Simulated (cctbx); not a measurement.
**Resonant diffraction in ZnCdI3F**

Space group Cmcm (no. 63), a = 5.4500 Å, b = 20.4480 Å, c = 7.4830 Å, α = 90.00°, β = 90.00°, γ = 90.00°.

| atom | mult. | x | y | z | Ueq (Å²) |
| --- | --- | --- | --- | --- | --- |
| I1 | 8 | 1/2 | 0.6849 | 0.0041 | 0.0143 |
| I2 | 4 | 1/2 | 0.8992 | 1/4 | 0.0076 |
| Cd1 | 4 | 1/2 | 0.5860 | 3/4 | 0.0081 |
| Zn1 | 4 | 0 | 0.6663 | 1/4 | 0.0118 |
| F1 | 4 | 0 | 0 | 1/2 | 0.0214 |

This is a model crystal, built by substitution and not relaxed, with assumed displacement parameters.

Calculated with cctbx: free-atom f′ and f″ from the Sasaki tables, no fine structure; amplitudes in electrons.

```
E (eV)  F 1 1 2  F 0 2 2  F 0 2 1  F 0 4 1
  9059    214.4    306.3    255.8    347.4
  9409    213.0    307.8    258.5    344.4
  9539    211.7    309.1    260.9    341.9
  9599    210.3    310.4    263.2    339.5
  9629    209.0    311.8    265.7    337.1
  9644    207.6    313.2    268.2    334.6
  9651    206.3    314.4    270.4    332.3
  9655    204.9    315.8    272.9    329.9
  9663    205.5    315.3    272.3    330.6
  9667    207.0    313.8    269.6    333.3
  9674    208.3    312.4    267.2    335.6
  9689    209.8    310.9    264.5    338.2
  9719    211.3    309.5    261.8    340.8
  9809    213.3    307.5    258.4    344.2
 10059    215.5    305.2    254.2    348.0
```

**Question.** Which edge is crossed, and why do the reflections move as they do?

The K edge of Zn. The edge is at 9659 eV. f′ of Zn falls from -4.0 e at 9539 eV to -7.6 e at 4 eV below it, and f″ steps from 0.49 to 3.89 e across it. Over that approach |F| changes by -3 % (1 1 2), +2 % (0 2 2), +5 % (0 2 1) and -4 % (0 4 1): a reflection falls where Zn scatters in phase with the total and rises where it scatters against it; it hardly moves where the Zn term is small or cancels by symmetry. Above the edge the larger f″ enters the imaginary part, where it can add to or cancel the other atoms' f″. The structure is centrosymmetric, so Friedel mates stay equal.

[Logs are printed without paths, hosts, clocks, repeated set-up lines and the standing remarks that a program may print on its own settings, such as how far it seeks lower states.]
